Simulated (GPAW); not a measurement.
# Surface energy and work function of Ag(111) from slabs of 3 to 12 layers (RPBE)

How do energy and work function of Ag(111) films settle with thickness, and what surface energy follows?

Set-up. GPAW 26.7.0, plane waves at 450 eV with PAW setups; symmetric 1×1 slabs cut at the tabulated lattice constant (two decimals; low-temperature values for the alkali metals), atoms at bulk places, 7.5 Å of vacuum on each side, one in-plane mesh for all thicknesses, Fermi-Dirac smearing of 0.1 eV. Energies are extrapolated to zero smearing and count from the program's reference atoms. Functional RPBE. The cell's area is 7.243 Å².

What came out, but for one run:

```
layers  energy (eV)  work function (eV)
     3      −6.4541                4.31
     4      −8.7792                4.28
     5     −11.0787                4.26
     6     −13.3968                4.27
     7     −15.7110                4.26
     8     −18.0237                4.25
     9     −20.3281                4.24
    10     −22.6516                4.26
    11     −24.9495                4.25
    12            ?                   ?
```

To predict: What surface energy do these runs give, and what energy and work function should the 12-layer slab have?

A: A slab of n layers has E(n) = nε + 2Aγ once its middle is bulk-like. A line through n = 6 to 11 has the slope ε = −2.3111 eV a layer and the intercept 2Aγ = 0.4679 eV (r.m.s. residual 4.5 meV). So γ = 0.4679 / (2 × 7.243 Å²) = 0.0323 eV/Å² = 0.52 J/m², with a standard error of about 0.01 J/m² from the scatter about the line. For 12 layers: 0.4679 + 12 × (−2.3111) = −27.266 eV; the run gives −27.275 eV, 9.1 meV under the line. The work function has no such law: from 6 to 11 layers it moves between 4.24 and 4.27 eV (mean 4.25), and the 12-layer slab gives 4.25 eV. The thinnest slab, 3 layers, lies +0.05 eV from that mean. The measured value for this face is 4.53 eV (“Anisotropic work function of elemental crystals” (2019, arxiv:1902.07811)); the unrelaxed 12-layer slab lies 0.28 eV under it.

**Limits.** The surfaces are unrelaxed, so γ is an upper bound for this functional and lattice constant. The tabulated lattice constant isn't the functional's own, which strains the slab a little.

[Logs are printed without paths, hosts, clocks, repeated set-up lines and the standing remarks that a program may print on its own settings, such as how far it seeks lower states.]
